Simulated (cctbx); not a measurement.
# Resonant diffraction in ErTiMn

Space group P-62m (no. 189), a = 7.1030 Å, b = 7.1030 Å, c = 4.0470 Å, α = 90.00°, β = 90.00°, γ = 120.00°.

| atom | mult. | x | y | z | Ueq (Å²) |
| --- | --- | --- | --- | --- | --- |
| Er1 | 3 | 0.5824 | 0.5824 | 1/2 | 0.0126 |
| Mn1 | 3 | 0.2339 | 0.2339 | 0 | 0.0156 |
| Ti1 | 1 | 0 | 0 | 1/2 | 0.0151 |
| Ti2 | 2 | 2/3 | 1/3 | 0 | 0.0158 |

The model was made for the exercise: a known structure type with other elements put in, its volume estimated, not relaxed; displacement parameters are assumed.

Calculated with cctbx: free-atom f′ and f″ from the Sasaki tables, no fine structure; amplitudes in electrons.

```csv
E (eV),F 1 1 0,F 2 2 0,F 1 0 0,F 1 0 1
4366,78.1,65.2,19.0,34.1
4716,79.3,63.1,18.9,35.2
4846,80.5,61.6,18.9,36.4
4906,81.9,60.1,18.9,37.8
4936,83.4,58.7,18.9,39.2
4951,84.9,57.4,18.9,40.5
4958,86.3,56.2,18.9,41.8
4962,87.8,55.0,18.9,43.1
4970,95.8,47.0,18.8,43.4
4974,94.0,48.8,18.8,41.6
4981,92.4,50.4,18.8,40.1
4996,90.9,52.1,18.8,38.6
5026,89.1,54.0,18.8,36.8
5116,86.7,56.5,18.8,34.5
5366,83.8,59.2,18.8,31.9
```

**Question.** Which edge is crossed, and why do the reflections move as they do?

The K edge of Ti. The edge is at 4966 eV. f′ of Ti falls from -3.5 e at 4846 eV to -7.1 e at 4 eV below it, and f″ steps from 0.44 to 4.00 e across it. Over that approach |F| changes by +9 % (1 1 0), -11 % (2 2 0), +0 % (1 0 0) and +18 % (1 0 1): a reflection falls where Ti scatters in phase with the total and rises where it scatters against it; it hardly moves where the Ti term is small or cancels by symmetry or lies in quadrature to the total. The f″ term interferes with the normal scattering with opposite sign for the two Friedel mates. The largest Friedel difference in the scan is 31.8 % of the mean (2 2 0, at 4970 eV).

[Logs are printed without paths, hosts, clocks, repeated set-up lines and the standing remarks that a program may print on its own settings, such as how far it seeks lower states.]
